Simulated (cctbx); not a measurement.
**Interatomic vectors of Tm2V2HgO7**

Space group C2 (no. 5), a = 6.5510 Å, b = 10.0900 Å, c = 5.6290 Å, α = 90.00°, β = 103.31°, γ = 90.00°, content Hg2 Tm4 V4 O14.

The data are simulated with cctbx, not measured: Mo Kα, λ = 0.71073 Å, to d = 0.8 Å, 95 % of the full sphere, strongest reflection 40000 counts, noise from counting, a 2 % proportional error and a noise floor of 8 counts (s.d.); no absorption.

Patterson synthesis from sharpened amplitudes, origin scaled to 1000:

```text
Patterson group C 1 2/m 1
      u       v       w   height  length (A)
  0.000   0.000   0.000   1000.0     0.00
  0.000   0.500   0.500    406.3     5.78
  0.000   0.125   0.500    326.6     3.08
  0.000   0.350   0.000    278.1     3.53
  0.247   0.176   0.617    125.9     3.47
  0.248   0.206   0.877     76.9     2.82
  0.189   0.500   0.234     58.4     5.29
  0.194   0.000   0.767     46.6     2.03
  0.000   0.328   0.500     45.4     4.35
  0.067   0.035   0.825     45.0     1.22
  0.020   0.096   0.117     44.0     1.16
  0.169   0.000   0.116     43.2     1.15
  0.162   0.040   0.110     41.4     1.17
  0.052   0.167   0.305     41.1     2.37
```

**Question.** Which atom pairs make the peaks, and where is the heaviest atom?

A peak at u stands for all pairs with xi − xj = u, with weight Σ ZiZj against Σ Z² = 34856 at the origin. Peak heights follow these weights only roughly, since form factors, motion and series ripples differ, all vectors within 0.55 Å of a peak are counted as merged into it though the farther ones add only part of their weight, and F(000) is left out, which lowers the whole map:

| u | v | w | shortest length (Å) | height | 1000 ΣZiZj/ΣZ² | pairs in the cell |
| --- | --- | --- | --- | --- | --- | --- |
| 0.000 | 0.500 | 0.500 | 3.80 | 406 | 648 | 4 × Hg–Tm, 8 × O–O |
| 0.000 | 0.125 | 0.500 | 3.08 | 327 | 324 | 2 × Hg–Tm, 4 × O–O |
| 0.000 | 0.350 | 0.000 | 3.53 | 278 | 281 | 2 × Tm–Tm, 4 × O–O |
| 0.247 | 0.176 | 0.617 | 3.47 | 126 | 182 | 4 × Tm–V |
| 0.248 | 0.206 | 0.877 | 2.82 | 77 | 106 | 2 × Hg–V |
| 0.189 | 0.500 | 0.234 | 2.67 | 58 | 127 | 8 × Tm–O |
| 0.194 | 0.000 | 0.767 | 2.03 | 47 | 137 | 4 × Hg–O, 4 × Tm–O |
| 0.000 | 0.328 | 0.500 | 4.17 | 45 | 63 | 4 × Tm–O |

The table stops at ten peaks or at a height of 45, below which ripples compete. In the model behind the data Hg, the heaviest element, has 1 independent site: (1/2, 0.2912, 0), up to an allowed shift of origin. No listed peak is a Hg–Hg vector, so the position follows from the cell content and the cross vectors. Elements of similar Z can't be told apart from the map alone. The whole model:

| atom | mult. | x | y | z | Ueq (Å²) |
| --- | --- | --- | --- | --- | --- |
| Hg1 | 2 | 1/2 | 0.2912 | 0 | 0.0032 |
| Tm1 | 2 | 1/2 | 0.1677 | 1/2 | 0.0057 |
| Tm2 | 2 | 1/2 | 0.8187 | 1/2 | 0.0055 |
| V1 | 4 | 0.7424 | 0.0021 | 0.1180 | 0.0059 |
| O1 | 4 | 0.7458 | 0.1802 | 0.2572 | 0.0090 |
| O2 | 4 | 0.7851 | 0.8203 | 0.2656 | 0.0111 |
| O3 | 2 | 1/2 | 0.4827 | 0 | 0.0136 |
| O4 | 4 | 0.5501 | 0.9938 | 0.7749 | 0.0171 |

The model was made for the exercise: a known structure type with other elements put in, its volume estimated, not relaxed; displacement parameters are assumed.

[Logs are printed without paths, hosts, clocks, repeated set-up lines and the standing remarks that a program may print on its own settings, such as how far it seeks lower states.]
